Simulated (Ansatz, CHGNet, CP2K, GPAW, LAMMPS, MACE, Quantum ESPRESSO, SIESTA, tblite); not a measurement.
# Amorphous Ge (61 atoms) in CP2K, part 2 of 3

Aim: run amorphous Ge (61 atoms) in CP2K and see how near its forces come to a plane-wave reference, and at what cost.

Program: CP2K 2026.2; the method stands at each step. Banners, paths, timers and routine set-up lines are dropped from the logs unmarked, and long logs keep their key lines alone; longer cuts are marked.

So far. Step 2 (PBE, DZVP-MOLOPT-SR, 350/50 Ry, diagonalisation): Forces lie 11 % from the reference's, at 0.14 times its CPU time (on 2 against 4 cores). Step 3 (PBE, SZV-MOLOPT-SR, 350/50 Ry, diagonalisation): Against the first run (11 %), the force difference from the reference is 139 %, at 0.52 times the CPU time (on 1 against 2 cores), with 244 basis functions against 793: the smaller basis costs accuracy.

## (4) PBE, TZVP-UZH, 350/50 Ry, diagonalisation

Method: Kohn-Sham DFT, PBE, GTH-PBE pseudopotentials, Gaussian and plane waves, TZVP-MOLOPT (UZH set), diagonalisation.

input.inp reads:

```
&GLOBAL
  PROJECT cell
  RUN_TYPE ENERGY_FORCE
  PRINT_LEVEL LOW
&END GLOBAL
&FORCE_EVAL
  METHOD QS
  STRESS_TENSOR ANALYTICAL
  &DFT
    BASIS_SET_FILE_NAME BASIS_MOLOPT_UZH
    POTENTIAL_FILE_NAME POTENTIAL_UZH
    &MGRID
      CUTOFF 350
      REL_CUTOFF 50
    &END MGRID
    &QS
      EPS_DEFAULT 1.0E-12
    &END QS
    &SCF
      SCF_GUESS ATOMIC
      EPS_SCF 5.0E-06
      MAX_SCF 200
      ADDED_MOS 27
      &DIAGONALIZATION
        ALGORITHM STANDARD
      &END DIAGONALIZATION
      &SMEAR ON
        METHOD FERMI_DIRAC
        ELECTRONIC_TEMPERATURE [K] 580
      &END SMEAR
      &MIXING
        METHOD BROYDEN_MIXING
        ALPHA 0.15
        NBROYDEN 12
      &END MIXING
      &PRINT
        &RESTART OFF
        &END RESTART
      &END PRINT
    &END SCF
    &XC
      &XC_FUNCTIONAL PBE
      &END XC_FUNCTIONAL
    &END XC
    &PRINT
      &MULLIKEN ON
      &END MULLIKEN
      &HIRSHFELD ON
        SHAPE_FUNCTION DENSITY
      &END HIRSHFELD
      &MO ON
        EIGENVALUES T
        OCCUPATION_NUMBERS T
        MO_INDEX_RANGE 111 134
        &EACH
          QS_SCF 0
        &END EACH
        ADD_LAST NUMERIC
      &END MO
    &END PRINT
  &END DFT
  &SUBSYS
    &CELL
      A 10.64970 0.00000 0.00000
      B 0.00000 10.64970 0.00000
      C 0.00000 0.00000 10.64970
    &END CELL
    &COORD
      SCALED
      Ge 0.01819 0.34653 0.91139
      Ge 0.53853 0.49839 0.51182
      Ge 0.66378 0.06235 0.32431
      Ge 0.71441 0.29075 0.30579
      Ge 0.24738 0.45256 0.14132
      Ge 0.55598 0.84498 0.32634
      Ge 0.50263 0.37607 0.71747
      Ge 0.84536 0.16326 0.75866
      Ge 0.23563 0.85438 0.25818
      Ge 0.88142 0.40314 0.71048
      Ge 0.87185 0.94142 0.26252
      Ge 0.57758 0.25812 0.98692
      Ge 0.02656 0.13718 0.19636
      Ge 0.78292 0.32426 0.08891
      Ge 0.49691 0.12870 0.16326
      Ge 0.74431 0.61022 0.51129
      Ge 0.24071 0.54509 0.66951
      Ge 0.98621 0.17965 0.43121
      Ge 0.22621 0.67554 0.02872
      Ge 0.06441 0.17278 0.65284
[... 37 atom lines left out ...]
      Ge 0.35817 0.62869 0.84103
      Ge 0.25522 0.05602 0.90603
      Ge 0.60390 0.16598 0.76049
      Ge 0.90408 0.60953 0.16548
    &END COORD
    &KIND Ge
      BASIS_SET TZVP-MOLOPT-PBE-GTH-q4
      POTENTIAL GTH-PBE-q4
    &END KIND
  &END SUBSYS
  &PRINT
    &FORCES ON
    &END FORCES
    &STRESS_TENSOR ON
    &END STRESS_TENSOR
  &END PRINT
&END FORCE_EVAL
```

On the command line:

```sh
$ OMP_NUM_THREADS=1 mpirun -np 4 cp2k.psmp -i input.inp > output.txt
```

Numbers of over 12 decimals in the logs are rounded to 6 here.

The program printed:

```text
CP2K| version string:                                       CP2K version 2026.2
 CP2K| Input file name                                                 input.inp
 GLOBAL| Basis set file name                                    BASIS_MOLOPT_UZH
 GLOBAL| Potential file name                                       POTENTIAL_UZH
 GLOBAL| Run type                                                   ENERGY_FORCE
 GLOBAL| Total number of message passing processes                             4
 GLOBAL| Number of threads for this process                                    1
[... lines left out ...]
                        Smear method:                                FERMI_DIRAC
[... lines left out ...]
 Number of electrons:                                                        244
[... lines left out ...]
  Step     Update method      Time    Convergence         Total energy    Change
[... lines left out ...]
  *** SCF run converged in    16 steps ***
[... lines left out ...]
  Fermi energy:                                                 0.207365
  Total energy:                                              -238.802287
  Total energy (extrapolated to T->0):                       -238.797670
[... lines left out ...]
 MO| E(Fermi):            0.207365 a.u.          5.642688 eV
[... lines left out ...]
     61       Ge     1       4.000          3.996                         0.004
  Total Charge                                                           -0.000
 !-----------------------------------------------------------------------------!
 ENERGY| Total FORCE_EVAL ( QS ) energy [hartree]           -238.802334
 FORCES| Atomic forces [hartree/bohr]
 FORCES|   Atom     x               y               z               |f|
 FORCES|      1 -1.80304432E-03  3.38551167E-03 -1.97073724E-03   4.31236169E-03
 FORCES|      2  3.15861145E-03 -7.57467172E-03  7.24712225E-03   1.09486647E-02
 FORCES|      3  4.67496138E-03 -3.30505331E-04  1.94077426E-03   5.07258341E-03
[...]
FORCES|     60  6.19727859E-03  1.67532328E-03 -1.96916125E-03   6.71495094E-03
 FORCES|     61 -9.85034865E-03  1.02695055E-02  9.78532032E-03   1.72697599E-02
 FORCES| Sum    -4.13459339E-07 -1.60717196E-07 -3.60919719E-07
 FORCES| Total atomic force                                       5.71875586E-07
 STRESS| Analytical stress tensor [bar]
 STRESS|                        x                   y                   z
 STRESS|      x        1.12108374768E+05  -4.35436106586E+03   2.07404309010E+03
 STRESS|      y       -4.35436106586E+03   8.72269384914E+04   2.01541361828E+03
 STRESS|      z        2.07404309010E+03   2.01541361828E+03   1.15031368424E+05
 STRESS| 1/3 Trace                                             1.04788893894E+05
```

Run time: 42 s. Hardware: 4 MPI ranks of Arm Neoverse V1, shared host; peak memory 3.4 GiB.

Against the reference:

| Property | Result |
| --- | --- |
| r.m.s. force component | 0.2905 eV/Å |
| r.m.s. difference of force components | 26.06 meV/Å |
| longest difference of force vectors | 86.94 meV/Å |
| force difference over r.m.s. force | 9.302 % |
| slope of forces against the reference's | 1.033 |
| correlation of force components | 0.9965 |
| pressure | 10.48 GPa |
| pressure difference | 1.147 GPa |

Against the first run (11 %), the force difference from the reference is 9.3 %, at 1.9 times the CPU time (on 4 against 2 cores), with 1037 basis functions against 793; this set comes with other potentials too, so the change isn't the basis's alone.

## (5) PBE, TZV2P-MOLOPT (SR for Ge), 350/50 Ry, diagonalisation

Method: Kohn-Sham DFT, PBE, GTH-PBE pseudopotentials, Gaussian and plane waves, TZV2P-MOLOPT-GTH, diagonalisation.

input.inp, as its differences from that of step 4:

```diff
@@ -9,4 +9,5 @@
   &DFT
-    BASIS_SET_FILE_NAME BASIS_MOLOPT_UZH
-    POTENTIAL_FILE_NAME POTENTIAL_UZH
+    BASIS_SET_FILE_NAME BASIS_MOLOPT
+    BASIS_SET_FILE_NAME BASIS_MOLOPT_UCL
+    POTENTIAL_FILE_NAME GTH_POTENTIALS
     &MGRID
@@ -72,3 +73,3 @@
     &KIND Ge
-      BASIS_SET TZVP-MOLOPT-PBE-GTH-q4
+      BASIS_SET TZV2P-MOLOPT-SR-GTH-q4
       POTENTIAL GTH-PBE-q4
```

The program printed:

```text
CP2K| version string:                                       CP2K version 2026.2
 CP2K| Input file name                                                 input.inp
 GLOBAL| Basis set file name                                        BASIS_MOLOPT
 GLOBAL| Potential file name                                      GTH_POTENTIALS
[... lines left out ...]
 Number of electrons:                                                        244
[... lines left out ...]
  Step     Update method      Time    Convergence         Total energy    Change
[... lines left out ...]
  *** SCF run converged in    15 steps ***
[... lines left out ...]
  Fermi energy:                                                 0.206927
  Total energy:                                              -238.868528
  Total energy (extrapolated to T->0):                       -238.863895
[... lines left out ...]
 MO| E(Fermi):            0.206927 a.u.          5.630778 eV
[... lines left out ...]
 ENERGY| Total FORCE_EVAL ( QS ) energy [hartree]           -238.868684
[... lines left out ...]
 FORCES|      1 -2.07425287E-03  3.20976145E-03 -2.05586127E-03   4.33954595E-03
 FORCES|      2  3.36837116E-03 -7.27391559E-03  7.50672671E-03   1.09821090E-02
 FORCES|      3  4.53228863E-03 -7.62255665E-04  1.60795708E-03   4.86910668E-03
[...]
FORCES|     60  6.22033381E-03  1.59213404E-03 -1.83923543E-03   6.67908905E-03
 FORCES|     61 -9.50040322E-03  1.02924414E-02  9.58386194E-03   1.69718126E-02
 FORCES| Sum    -6.80246362E-07 -2.00441128E-08 -5.71060690E-07
 FORCES| Total atomic force                                       8.88395853E-07
 STRESS| Analytical stress tensor [bar]
 STRESS|                        x                   y                   z
 STRESS|      x        1.11171634616E+05  -4.28637579798E+03   1.91509106620E+03
 STRESS|      y       -4.28637579798E+03   8.65754532945E+04   1.90034361245E+03
 STRESS|      z        1.91509106620E+03   1.90034361245E+03   1.13950095580E+05
 STRESS| 1/3 Trace                                             1.03899061164E+05
```

Elapsed: 35 s, on 4 MPI ranks; peak memory 3.4 GiB; 2.3 min of CPU time.

Against the reference:

```
r.m.s. force component                  : 0.2863 eV/Å
r.m.s. difference of force components   : 18.77 meV/Å
longest difference of force vectors     : 53.77 meV/Å
force difference over r.m.s. force      : 6.701 %
slope of forces against the reference's : 1.02
correlation of force components         : 0.998
pressure                                : 10.39 GPa
pressure difference                     : 1.058 GPa
```

Against the first run (11 %), the force difference from the reference is 6.7 %, at 1.5 times the CPU time (on 4 against 2 cores), with 1342 basis functions against 793: the larger basis brings the forces nearer.

## (6) PBE, DZVP-MOLOPT-SR, 122/50 Ry, diagonalisation

Method: Kohn-Sham DFT, PBE, GTH-PBE pseudopotentials, Gaussian and plane waves, DZVP-MOLOPT-SR-GTH, diagonalisation.

input.inp, as its differences from that of step 5:

```diff
@@ -10,6 +10,5 @@
     BASIS_SET_FILE_NAME BASIS_MOLOPT
-    BASIS_SET_FILE_NAME BASIS_MOLOPT_UCL
     POTENTIAL_FILE_NAME GTH_POTENTIALS
     &MGRID
-      CUTOFF 350
+      CUTOFF 122
       REL_CUTOFF 50
@@ -73,3 +72,3 @@
     &KIND Ge
-      BASIS_SET TZV2P-MOLOPT-SR-GTH-q4
+      BASIS_SET DZVP-MOLOPT-SR-GTH-q4
       POTENTIAL GTH-PBE-q4
```

On the command line:

```sh
$ OMP_NUM_THREADS=1 cp2k.psmp -i input.inp > output.txt
```

The program printed:

```text
CP2K| version string:                                       CP2K version 2026.2
 CP2K| Input file name                                                 input.inp
 GLOBAL| Basis set file name                                        BASIS_MOLOPT
 GLOBAL| Potential file name                                      GTH_POTENTIALS
 GLOBAL| Run type                                                   ENERGY_FORCE
 GLOBAL| Total number of message passing processes                             1
 GLOBAL| Number of threads for this process                                    1
 TOTAL NUMBERS AND MAXIMUM NUMBERS
  Total number of            - Atomic kinds:                                   1
                             - Atoms:                                         61
[... lines left out ...]
                        Smear method:                                FERMI_DIRAC
[... lines left out ...]
 Number of electrons:                                                        244
[... lines left out ...]
  Step     Update method      Time    Convergence         Total energy    Change
[... lines left out ...]
  *** SCF run converged in    15 steps ***
[... lines left out ...]
  Fermi energy:                                                 0.208865
  Total energy:                                              -238.668240
  Total energy (extrapolated to T->0):                       -238.663655
[... lines left out ...]
 MO| E(Fermi):            0.208865 a.u.          5.683511 eV
[... lines left out ...]
 !-----------------------------------------------------------------------------!
 !-----------------------------------------------------------------------------!
                           Hirshfeld Charges
  #Atom  Element  Kind  Ref Charge     Population                    Net charge
      1       Ge     1       4.000          3.998                         0.002
      2       Ge     1       4.000          3.994                         0.006
      3       Ge     1       4.000          4.014                        -0.014
[...]
60       Ge     1       4.000          3.997                         0.003
     61       Ge     1       4.000          3.996                         0.004
  Total Charge                                                           -0.000
 !-----------------------------------------------------------------------------!
 ENERGY| Total FORCE_EVAL ( QS ) energy [hartree]           -238.668357
 FORCES| Atomic forces [hartree/bohr]
 FORCES|   Atom     x               y               z               |f|
 FORCES|      1 -9.04320886E-04  3.71912046E-03 -1.81717574E-03   4.23695420E-03
 FORCES|      2  3.24946611E-03 -7.26820195E-03  6.93718864E-03   1.05598473E-02
 FORCES|      3  4.58392536E-03 -9.60762855E-05  2.10804955E-03   5.04633286E-03
[...]
FORCES|     60  6.28400666E-03  1.75665044E-03 -2.08492696E-03   6.84992561E-03
 FORCES|     61 -9.64533618E-03  1.00572983E-02  9.87408360E-03   1.70786207E-02
 FORCES| Sum     9.33160245E-06  3.65438687E-05  1.53749993E-05
 FORCES| Total atomic force                                       4.07298876E-05
 STRESS| Analytical stress tensor [bar]
 STRESS|                        x                   y                   z
 STRESS|      x        1.16320975726E+05  -4.25485355739E+03   1.91166040889E+03
 STRESS|      y       -4.25485355739E+03   9.13561327241E+04   2.04664225699E+03
 STRESS|      z        1.91166040889E+03   2.04664225699E+03   1.18838383272E+05
 STRESS| 1/3 Trace                                             1.08838497241E+05
```

Elapsed: 68 s, on 1 thread; peak memory 0.65 GiB.

Numbers from this run, and their distance from the reference:

- r.m.s. force component: 0.2891 eV/Å
- r.m.s. difference of force components: 30.98 meV/Å
- longest difference of force vectors: 104.6 meV/Å
- force difference over r.m.s. force: 11.06 %
- slope of forces against the reference's: 1.026
- correlation of force components: 0.9946
- pressure: 10.88 GPa
- pressure difference: 1.552 GPa
- energy less the same-level run's: 0.0028 meV/atom
- r.m.s. force difference from the same-level run: 0.415 meV/Å

This is a coarse setting, run to see what it loses.

Against the first run (11 %), the force difference from the reference is 11 %, at 0.75 times the CPU time (on 1 against 2 cores): the change moves forces by 0.41 meV/Å r.m.s., so most of the difference comes from elsewhere.

## (7) PBE, DZVP-MOLOPT-SR, 244/50 Ry, diagonalisation

Method: Kohn-Sham DFT, PBE, GTH-PBE pseudopotentials, Gaussian and plane waves, DZVP-MOLOPT-SR-GTH, diagonalisation.

input.inp, as its differences from that of step 6:

```diff
@@ -12,3 +12,3 @@
     &MGRID
-      CUTOFF 122
+      CUTOFF 244
       REL_CUTOFF 50
@@ -68,3 +68,2 @@
     &COORD
-      SCALED
 [... 61 atom lines left out: the same atoms as in the first run ...]
```

On the command line:

```sh
$ OMP_NUM_THREADS=2 cp2k.psmp -i input.inp > output.txt
```

The program printed:

```text
CP2K| version string:                                       CP2K version 2026.2
 CP2K| Input file name                                                 input.inp
 GLOBAL| Basis set file name                                        BASIS_MOLOPT
 GLOBAL| Potential file name                                      GTH_POTENTIALS
 GLOBAL| Run type                                                   ENERGY_FORCE
 GLOBAL| Total number of message passing processes                             1
 GLOBAL| Number of threads for this process                                    2
[... lines left out ...]
                        Smear method:                                FERMI_DIRAC
[... lines left out ...]
 Number of electrons:                                                        244
[... lines left out ...]
  Step     Update method      Time    Convergence         Total energy    Change
[... lines left out ...]
  *** SCF run converged in    15 steps ***
[... lines left out ...]
  Fermi energy:                                                 0.208865
  Total energy:                                              -238.668245
  Total energy (extrapolated to T->0):                       -238.663661
[... lines left out ...]
 MO| E(Fermi):            0.208865 a.u.          5.683504 eV
[... lines left out ...]
     61       Ge     1       4.000          3.996                         0.004
  Total Charge                                                           -0.000
 !-----------------------------------------------------------------------------!
 ENERGY| Total FORCE_EVAL ( QS ) energy [hartree]           -238.668363
 FORCES| Atomic forces [hartree/bohr]
 FORCES|   Atom     x               y               z               |f|
 FORCES|      1 -8.95495808E-04  3.71538500E-03 -1.82288031E-03   4.23425213E-03
 FORCES|      2  3.23895174E-03 -7.27811919E-03  6.92880395E-03   1.05579426E-02
 FORCES|      3  4.57300125E-03 -9.57260509E-05  2.11696168E-03   5.04014193E-03
[...]
FORCES|     60  6.28804568E-03  1.75202694E-03 -2.09614411E-03   6.85586880E-03
 FORCES|     61 -9.63707223E-03  1.00473479E-02  9.86853973E-03   1.70648890E-02
 FORCES| Sum     2.91221231E-06 -4.83433505E-06  1.28959767E-06
 FORCES| Total atomic force                                       5.78920012E-06
 STRESS| Analytical stress tensor [bar]
 STRESS|                        x                   y                   z
 STRESS|      x        1.16324875067E+05  -4.25515413761E+03   1.91136034505E+03
 STRESS|      y       -4.25515413761E+03   9.13577135917E+04   2.04674697987E+03
 STRESS|      z        1.91136034505E+03   2.04674697987E+03   1.18842979285E+05
 STRESS| 1/3 Trace                                             1.08841855981E+05
```

It took 51 s on 2 threads; peak memory 1.3 GiB; 96 s of CPU time.

Numbers from this run, and their distance from the reference:

```yaml
r_m_s_force_component: 0.2891 eV/Å
r_m_s_difference_of_force_components: 30.98 meV/Å
longest_difference_of_force_vectors: 104 meV/Å
force_difference_over_r_m_s_force: 11.06 %
slope_of_forces_against_the_reference_s: 1.026
correlation_of_force_components: 0.9946
pressure: 10.88 GPa
pressure_difference: 1.552 GPa
energy_less_the_same_level_run_s: 0.0002 meV/atom
r_m_s_force_difference_from_the_same_level_run: 0.02 meV/Å
```

Against the first run (11 %), the force difference from the reference is 11 %, at 1.1 times the CPU time: the change moves forces by 0.02 meV/Å r.m.s., so most of the difference comes from elsewhere.

## (8) RPBE, PBE potentials, DZVP-MOLOPT-SR, 350/50 Ry, diagonalisation

Method: Kohn-Sham DFT, RPBE, GTH-PBE pseudopotentials, Gaussian and plane waves, DZVP-MOLOPT-SR-GTH, diagonalisation.

input.inp, as its differences from that of step 7:

```diff
@@ -12,3 +12,3 @@
     &MGRID
-      CUTOFF 244
+      CUTOFF 350
       REL_CUTOFF 50
@@ -41,3 +41,7 @@
     &XC
-      &XC_FUNCTIONAL PBE
+      &XC_FUNCTIONAL
+        &GGA_X_RPBE
+        &END GGA_X_RPBE
+        &GGA_C_PBE
+        &END GGA_C_PBE
       &END XC_FUNCTIONAL
```

The program printed:

```text
CP2K| version string:                                       CP2K version 2026.2
 CP2K| Input file name                                                 input.inp
 GLOBAL| Basis set file name                                        BASIS_MOLOPT
 GLOBAL| Potential file name                                      GTH_POTENTIALS
[... lines left out ...]
 Number of electrons:                                                        244
[... lines left out ...]
  Step     Update method      Time    Convergence         Total energy    Change
[... lines left out ...]
  *** SCF run converged in    16 steps ***
[... lines left out ...]
  Fermi energy:                                                 0.209113
  Total energy:                                              -238.835356
  Total energy (extrapolated to T->0):                       -238.830765
[... lines left out ...]
 MO| E(Fermi):            0.209113 a.u.          5.690263 eV
[... lines left out ...]
 ENERGY| Total FORCE_EVAL ( QS ) energy [hartree]           -238.835372
[... lines left out ...]
 FORCES|      1 -7.18897725E-04  3.68670492E-03 -1.80464696E-03   4.16717624E-03
 FORCES|      2  2.84278635E-03 -7.00906122E-03  6.72320235E-03   1.01197739E-02
 FORCES|      3  4.31529245E-03 -6.81168261E-05  2.18498542E-03   4.83741151E-03
[...]
FORCES|     60  6.23028478E-03  1.81742930E-03 -1.97693365E-03   6.78437649E-03
 FORCES|     61 -9.60194150E-03  1.03296007E-02  9.71343572E-03   1.71245077E-02
 FORCES| Sum    -2.46710637E-06  1.68122316E-06 -1.91126583E-06
 FORCES| Total atomic force                                       3.54486420E-06
 STRESS| Analytical stress tensor [bar]
 STRESS|                        x                   y                   z
 STRESS|      x        1.19983915516E+05  -4.44756917737E+03   1.90356764239E+03
 STRESS|      y       -4.44756917737E+03   9.47773100783E+04   1.96872921758E+03
 STRESS|      z        1.90356764239E+03   1.96872921758E+03   1.22419334408E+05
 STRESS| 1/3 Trace                                             1.12393520001E+05
```

The job ended after 54 s (2 threads; peak memory 1.6 GiB; 97 s of CPU time).

Against the reference:

```
r.m.s. force component                  : 0.2875 eV/Å
r.m.s. difference of force components   : 31.55 meV/Å
longest difference of force vectors     : 98.37 meV/Å
force difference over r.m.s. force      : 11.26 %
slope of forces against the reference's : 1.02
correlation of force components         : 0.9942
pressure                                : 11.24 GPa
pressure difference                     : 1.907 GPa
```

Against the first run (11 %), the force difference from the reference is 11 %, at 1.1 times the CPU time; the model has changed, so this is no error of the program alone.

(Part 2 of 3 ends here.)

[Also dropped from logs without a mark: logging warnings of Python, and SIESTA's first energy breakdown and zero terms.]

[Logs are printed without paths, hosts, clocks, repeated set-up lines and the standing remarks that a program may print on its own settings, such as how far it seeks lower states.]

[Hosts, paths, dates, database ids (printed as entryN), source tags and the programs' standing remarks are cut or masked in the printed files.]
